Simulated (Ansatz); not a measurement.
**Changed inputs in constrained RPA: NbTe2 (P-3m1)**

What does U in NbTe2 (P-3m1) depend on besides the window?

Calculated with Ansatz 0.2.0; constrained RPA on LDA, plane waves, PAW.

### 1. The starting structure

Symmetry: P-3m1, No. 164, trigonal system. The conventional cell has a = 3.720 Å, b = 3.720 Å, c = 7.148 Å, α = 90.00°, β = 90.00°, γ = 120.00°. Nearest to Nb lie 6 Te at 2.81 Å. Nearest to Te lie 3 Nb at 2.81 Å. Farther neighbours and most contacts between anions are not listed.

The cell and positions are those that the Materials Project relaxed with its own functionals (PBE, PBE+U or r2SCAN), kept fixed. Spin-orbit coupling is left out unless a step names it. The default PAW set here is soft_2. Its files were made with PBE.

### 2. Base: Nb t2g + anion p, bands v7 to c2, 6×6×2 mesh, medium accuracy

Constrained RPA screens the interaction with every transition except those inside the target bands, which a later many-body model would treat itself.

Contents of input.yaml:

```yaml
crystal:
  lattice:
    - [-2.63076537, 1.0e-08, -2.63076539]
    - [2.63076537, -2.63076539, 1.0e-08]
    - [-4.12705361, -4.12705355, 4.12705355]
  atoms:
    - { symbol: Nb, position: [0.0, 0.0, 0.0] }
    - { symbol: Te, position: [0.66666667, 0.33333333, 0.74563223] }
    - { symbol: Te, position: [0.33333333, 0.66666667, 0.25436777] }
kpoints:
  mp_grid: { grid: [12, 12, 4] }
hamiltonian:
  xc: lda
scf:
  occupations: { method: gaussian, width: 0.08 }
  n_extra_bands: 19
  max_iter: 150
output:
  crpa:
    kmesh: [6, 6, 2]
    target_bands: [v7, c2]
    projections:
      - { species: Nb, l: d, shell: 4, orbitals: [dxz, dyz, dxy] }
      - { species: Te, l: p, shell: 5 }
  local_orbitals:
    kmesh: [12, 12, 4]
    orbitals:
      - { species: Nb, l: d, shell: 4, orbitals: [dxz, dyz, dxy] }
      - { species: Te, l: p, shell: 5 }
    window: { bands: [v7, c2] }
    seedname: lo
```

The run is started by

```sh
ansatz run input.yaml --threads 4 --pin off --max-ram 9216MiB --backend cpu --events-out ev --progress --plain --runs-dir out
```

Numbers of over 12 decimals in the logs are rounded to 6 here.

Log:

```text
scf.n_extra_bands = 19 over 23 filled bands (N_el = 45.0): the run solves 42 bands
Engine: ansatz 0.2.0, aarch64-unknown-linux-gnu
Pseudopotentials: kind: paw
Pseudopotential: Nb, paw, valence charge 13, recommended cutoff 420 eV (normal), Nb.paw.azcp
Pseudopotential: Te, paw, valence charge 16, recommended cutoff 420 eV (normal), Te.paw.azcp
Functional definition: SPW92
  exchange = slater_x
  correlation = pw_c
Crystal: 3 atoms, lattice volume = 85.689 Å³
Basis set: ecut = 420 eV, 1703 PW (Γ)
Bands: 42, of which v1, the nominal top of the filled ones, is band 23 counted from 1 (22 counted from 0)
Symmetry: 12 space group operations
Space group: P-3m1 (ITA 164), of the structure as read, at distance tolerance 4.4e-5 Å
k-points: 69 of 576
Non-local potential: Nb, projectors of the file, l = 0: 3, l = 1: 2, l = 2: 2, l = 3: 1
Non-local potential: Te, projectors of the file, l = 0: 2, l = 1: 2, l = 2: 2, l = 3: 2
PAW form: soft (Blöchl's): semilocal exchange-correlation on the pseudo side does not see the compensation charge
PAW frozen core: Nb, regenerated for the run's functional, and the local potential with it (the file was generated under x = pbe(κ = 0.804, μ = 0.219515), c = pbe(β = 0.066725))
PAW frozen core: Te, regenerated for the run's functional, and the local potential with it (the file was generated under x = pbe(κ = 0.804, μ = 0.219515), c = pbe(β = 0.066725))
PAW one-centre angular grid: Nb, 590 points (default); XC on 64 Gauss nodes
PAW one-centre angular grid: Te, 590 points (default); XC on 64 Gauss nodes
Initial density: superposition of atomic densities (neutral atoms: chi_scale 0, normalization atom), corrected by the library's trained network
Initial wavefunctions: pseudopotential atomic-orbital guess
Functional: x = slater, c = lda
SCF iter   1: F=—  HF=-18098.181197 eV  |F-HF|=—  |Δ(HF+E_count)|=         —  Δρ=5.19e-3  dr2=1.10e-2  ethr=1.77e-3  ⟨swp⟩=6.0  Hψ=13614  notcnv=0  defer=537
preconditioner: auto → LDOS  [metal: Δε(μ)=0.007 eV  Ē_g=13.440 eV  σ=0.080 eV  W_gap=0.05  n_scr=22 (ndim 8)  ℏωp=16.5 eV  f_vac=0.034  D(μ)=2.40/eV (n_scr^D=22)  β→1.0]
SCF iter   2: F=—  HF=-18098.176974 eV  |F-HF|=—  |Δ(HF+E_count)|=   4.22e-3  Δρ=1.39e-3  dr2=2.42e-3  ethr=2.44e-5  ⟨swp⟩=3.0  Hψ=5059  notcnv=0  defer=607
SCF iter   3: F=—  HF=-18098.176505 eV  |F-HF|=—  |Δ(HF+E_count)|=   4.69e-4  Δρ=4.76e-4  dr2=1.87e-4  ethr=5.37e-6  ⟨swp⟩=2.0  Hψ=3121  notcnv=0  defer=607
SCF iter   4: F=—  HF=-18098.176451 eV  |F-HF|=—  |Δ(HF+E_count)|=   5.31e-5  Δρ=1.87e-4  dr2=4.24e-5  ethr=4.15e-7  ⟨swp⟩=2.0  Hψ=3398  notcnv=0  defer=607
SCF iter   5: F=—  HF=-18098.176438 eV  |F-HF|=—  |Δ(HF+E_count)|=   1.30e-5  Δρ=5.14e-5  dr2=2.41e-6  ethr=9.42e-8  ⟨swp⟩=2.0  Hψ=3113  notcnv=0  defer=607
[...]
cRPA screening: q 72/72 (q-point 44)
SCF converged after 6 iterations
Free energy (F): -18098.176438 eV
Harris-Foulkes:  -18098.176438 eV  (|F-HF|=4.64e-8)
Internal energy: -18098.168662 eV  (E = F + TS)
E sigma→0 (E₀):  -18098.172550 eV
Entropy (-TS):   -0.007776 eV (-2.592 meV/atom)
Fermi energy:    10.346735 eV
--- Per-component energies (eV) ---
  E_band       = -643.415906
  E_kinetic    = 755.761523
  E_local      = -3727.062765  (includes V_loc(G=0)·N_el)
  E_nonlocal   = -484.592722
  E_hartree    = 2055.130236
  E_xc         = -421.047273
  E_vxc        = -420.981989  (∫ρ·V_xc dr)
  E_paw        = -11985.799811  (= ΣΔE_a)
  E_vpaw       = -876.800995  (= ΣTr[D̂ρ^β])
  E_aug_tail   = -0.000357  (compensation charges beyond the density's cutoff)
  E_ewald      = -4292.340510
  E_core_change = 1.783017  (= ΣΔE_core)
  E_smearing   = -0.007776  (= −TS)
  E_closure    = -0.000000  (closes the sum)
  Σ components = -18098.176438   (vs F -18098.176438, Δ=0.00e0)
--- Band table (eV; the first three rows and the last of 69) ---
  k-point 0: bands = [... 19 lower, 9.7122, 9.9058, 10.3616, 10.3616, 11.3067, 11.3067, 13.8401, 13.8401, ... 15 higher]
  k-point 1: bands = [... 19 lower, 8.4602, 10.3590, 10.3590, 10.5865, 11.2327, 11.2327, 13.9704, 13.9704, ... 15 higher]
  k-point 2: bands = [... 19 lower, 8.2086, 10.3564, 10.3564, 10.7873, 11.1632, 11.1632, 14.1004, 14.1004, ... 15 higher]
  k-point 68: bands = [... 19 lower, 7.2295, 7.8639, 7.8639, 11.1220, 11.1220, 11.4228, 13.8177, 13.8177, ... 15 higher]
--- cRPA (band scheme, projected local orbitals): target bands 17..25 (1-based), 9 Wannier function(s), 6×6×2 mesh, 50 bands' worth read of 55 solved, ecut_chi 136.0 eV, v(q+G=0) probe_charge, pair densities all_electron ---
  bands read: the sum over 50 bands ends inside a degenerate multiplet in 2 slots, whose members it reads at an even weight; the widest, k=28: bands 50 to 51 (counted from 1) at 1/2 each
  χ-basis size per q: N_G = 288..325
  window electrons = 13.0000, filled by tetrahedron_uncorrected; constrained ε̄⁻¹(q = 0, 0) head = 0.189395; min gauge Gram eig = 0.3224
  Kanamori averages over each shell's own Wannier functions (sites counted from 0, functions from 1):
  Each shell's averages of U are screened by what lies outside the whole window alone: parameters of one model of all the shells.
    Site 0, 4D, 3 of 5 d orbitals (Wannier functions 1, 2, 3; wannier90's mr 2, 3, 5):
      screened: U = 3.0167 eV, U' = 2.3216 eV, J = 0.3316 eV
      screened, to within: U = 3.4e-3 eV, U' = 3.4e-3 eV, J = 4.9e-4 eV
      bare: V = 11.7474 eV, V' = 10.7956 eV, J = 0.4530 eV
    Site 1, 5P, 3 of 3 p orbitals (Wannier functions 4, 5, 6; wannier90's mr 1, 2, 3):
      screened: U = 2.8539 eV, U' = 2.0909 eV, J = 0.2542 eV
      screened, to within: U = 4.1e-3 eV, U' = 4.1e-3 eV, J = 4.9e-4 eV
      bare: V = 9.3019 eV, V' = 7.9012 eV, J = 0.4338 eV
    Site 2, 5P, 3 of 3 p orbitals (Wannier functions 7, 8, 9; wannier90's mr 1, 2, 3):
      screened: U = 2.8539 eV, U' = 2.0909 eV, J = 0.2542 eV
      screened, to within: U = 4.1e-3 eV, U' = 4.1e-3 eV, J = 4.9e-4 eV
      bare: V = 9.3019 eV, V' = 7.9012 eV, J = 0.4338 eV
  Hermiticity witness max|P − P†| over intra, direct and exchange elements: 8.88e-15 eV (screened), 3.01e-17 eV (bare)
  Reality witness max|Im| over intra, direct and exchange elements: 1.40e-10 eV (screened), 1.04e-12 eV (bare)
```

Wall time 15 min (4 threads of Arm Neoverse V1, shared host); peak memory 0.72 GiB.

Reading the cycles: dr2 is the Hartree energy of the density residual (eV), the measure of convergence; HF is the Harris–Foulkes estimate of the energy, which meets the free energy F at convergence.

This step gave:

* U: 3.017 eV
* U prime (inter-orbital): 2.322 eV
* J: 0.3316 eV
* bare V: 11.75 eV
* bare J: 0.4530 eV
* stated bound on U: 0.003386 eV
* U over bare V: 0.2568
* electrons in the window: 13.00
* head of the constrained inverse dielectric matrix: 0.1894
* least eigenvalue of the projection's overlap: 0.3224
* target functions: 9
* bands in the sums: 50
* r.m.s. miss of the model bands: 0.002720 eV
* width of the target bands: 7.228 eV
* weight of the projected orbitals in the window: 0.9481

On the Nb t2g shell, screening brings the on-site interaction from 11.7 eV down to U = 3.02 eV.

### 3. Changed: 3×3×2 mesh

input.yaml, the sections that differ from step 2:

```yaml
output:
  crpa:
    kmesh: [3, 3, 2]
    target_bands: [v7, c2]
    projections:
      - { species: Nb, l: d, shell: 4, orbitals: [dxz, dyz, dxy] }
      - { species: Te, l: p, shell: 5 }
# crystal, kpoints, hamiltonian, scf: as in step 2
```

Log:

```text
[...]
Crystal: 3 atoms, lattice volume = 85.689 Å³
Basis set: ecut = 420 eV, 1703 PW (Γ)
Bands: 42, of which v1, the nominal top of the filled ones, is band 23 counted from 1 (22 counted from 0)
[... 1 set-up line as in the run before ...]
[...]
k-points: 69 of 576
[...]
SCF iter   1: F=—  HF=-18098.181197 eV  |F-HF|=—  |Δ(HF+E_count)|=         —  Δρ=5.19e-3  dr2=1.10e-2  ethr=1.77e-3  ⟨swp⟩=6.0  Hψ=13614  notcnv=0  defer=537
[...]
SCF iter   6: F=-18098.176438 eV  HF=-18098.176438 eV  |F-HF|=4.64e-8  |Δ(HF+E_count)|=   5.21e-7  Δρ=9.44e-6  dr2=7.77e-8  ethr=2.22e-10  ⟨swp⟩=10.3  Hψ=17184  notcnv=0
SCF 1 converged in 6 iterations: F = -18098.176438 eV  dr2 = 7.77e-8
[...]
NSCF: frozen V_eff on 6 k-points
[...]
cRPA screening: q 1/18
cRPA screening: q 2/18
cRPA screening: q 3/18
cRPA screening: q 5/18 (q-point 4)
cRPA screening: q 7/18
cRPA screening: q 9/18 (q-point 8)
[...]
k-point 2: bands = [... 19 lower, 8.2086, 10.3564, 10.3564, 10.7873, 11.1632, 11.1632, 14.1004, 14.1004, ... 15 higher]
  k-point 68: bands = [... 19 lower, 7.2295, 7.8639, 7.8639, 11.1220, 11.1220, 11.4228, 13.8177, 13.8177, ... 15 higher]
[...]
χ-basis size per q: N_G = 288..325
[...]
Site 0, 4D, 3 of 5 d orbitals (Wannier functions 1, 2, 3; wannier90's mr 2, 3, 5):
      screened: U = 3.1348 eV, U' = 2.4597 eV, J = 0.3217 eV
      screened, to within: U = 4.0e-3 eV, U' = 4.0e-3 eV, J = 4.8e-4 eV
      bare: V = 11.6191 eV, V' = 10.6900 eV, J = 0.4422 eV
    Site 1, 5P, 3 of 3 p orbitals (Wannier functions 4, 5, 6; wannier90's mr 1, 2, 3):
      screened: U = 3.0316 eV, U' = 2.2757 eV, J = 0.2537 eV
      screened, to within: U = 4.7e-3 eV, U' = 4.7e-3 eV, J = 4.9e-4 eV
      bare: V = 9.3610 eV, V' = 7.9749 eV, J = 0.4305 eV
    Site 2, 5P, 3 of 3 p orbitals (Wannier functions 7, 8, 9; wannier90's mr 1, 2, 3):
      screened: U = 3.0316 eV, U' = 2.2757 eV, J = 0.2537 eV
      screened, to within: U = 4.7e-3 eV, U' = 4.7e-3 eV, J = 4.9e-4 eV
      bare: V = 9.3610 eV, V' = 7.9749 eV, J = 0.4305 eV
[...]
[key lines of the parts left out:]
SCF converged after 6 iterations
Free energy (F): -18098.176438 eV
Fermi energy:    10.346735 eV
```

Wall time 63 s (4 threads); peak memory 0.62 GiB.

This step gave:

```yaml
u: 3.135 eV
u_prime_inter_orbital: 2.460 eV
j: 0.3217 eV
bare_v: 11.62 eV
bare_j: 0.4422 eV
stated_bound_on_u: 0.003930 eV
u_over_bare_v: 0.2698
electrons_in_the_window: 13
head_of_the_constrained_inverse_dielectric_matrix: 0.2280
least_eigenvalue_of_the_projection_s_overlap: 0.3224
target_functions: 9
bands_in_the_sums: 50
width_of_the_target_bands: 7.228 eV
weight_of_the_projected_orbitals_in_the_window: 0.9481
```

On the Nb t2g shell, screening brings the on-site interaction from 11.6 eV down to U = 3.13 eV.

### 4. Changed: one k-point

Edit input.yaml of step 3 so:

```diff
@@ -19,3 +19,3 @@
   crpa:
-    kmesh: [3, 3, 2]
+    kmesh: [1, 1, 1]
     target_bands: [v7, c2]
```

Log:

```text
[...]
Crystal: 3 atoms, lattice volume = 85.689 Å³
Basis set: ecut = 420 eV, 1703 PW (Γ)
Bands: 42, of which v1, the nominal top of the filled ones, is band 23 counted from 1 (22 counted from 0)
[... 1 set-up line as in the run before ...]
[...]
k-points: 69 of 576
[...]
screened: U = 3.3726 eV, U' = 2.5152 eV, J = 0.2800 eV
      screened, to within: U = 6.4e-3 eV, U' = 6.4e-3 eV, J = 7.2e-4 eV
      bare: V = 10.7652 eV, V' = 9.4746 eV, J = 0.4688 eV
    Site 2, 5P, 3 of 3 p orbitals (Wannier functions 7, 8, 9; wannier90's mr 1, 2, 3):
      screened: U = 3.3726 eV, U' = 2.5152 eV, J = 0.2800 eV
      screened, to within: U = 6.4e-3 eV, U' = 6.4e-3 eV, J = 7.2e-4 eV
      bare: V = 10.7652 eV, V' = 9.4746 eV, J = 0.4688 eV
[...]
[key lines of the parts left out:]
SCF converged after 6 iterations
Free energy (F): -18098.176438 eV
Fermi energy:    10.346735 eV
```

It took 5.6 s on 4 threads; peak memory 0.56 GiB.

The run ended normally, though the input holds a fault or crude settings.

The fault put into this input: one k-point. It printed U = 3.29 eV, which is no property of the model meant.

### 5. Side by side

Times are wall times on 4 threads of Arm Neoverse V1, shared host, good to a factor of about two.

| run | bare V (eV) | U (eV) | J (eV) | bound on U (eV) | width (eV) | time |
| --- | --- | --- | --- | --- | --- | --- |
| target window | 11.75 | 3.017 | 0.332 | 0.0034 | 7.23 | 15 min |
| 3×3×2 mesh | 11.62 | 3.135 | 0.322 | 0.0039 | 7.23 | 63 s |

### 6. Summary of results

```
target window : U 3.02 eV, J 0.33 eV
3×3×2 mesh    : U 3.13 eV, J 0.32 eV
```

3×3×2 mesh moves U by +0.12 eV at 0.072 times the time. The printed bound covers the solver alone, not the mesh, and no denser mesh than the base was run. The parent state is non-magnetic and the interaction static (zero frequency); U depends on the window and the orbitals, so it belongs to this model alone. A window that holds the anion p bands defines a model with explicit ligands; its U belongs to that model and is not the U of DFT+U.

[Paths, hosts, dates, memory and timing lines, banners, echoed tables and standing remarks are left out of the program output.]

[Logs are printed without paths, hosts, clocks, repeated set-up lines and the standing remarks that a program may print on its own settings, such as how far it seeks lower states.]

[Runs of the session that timed out or met a known fault of the program may be left out.]

[Hosts, paths, dates, database ids (printed as entryN), source tags and the programs' standing remarks are cut or masked in the printed files.]
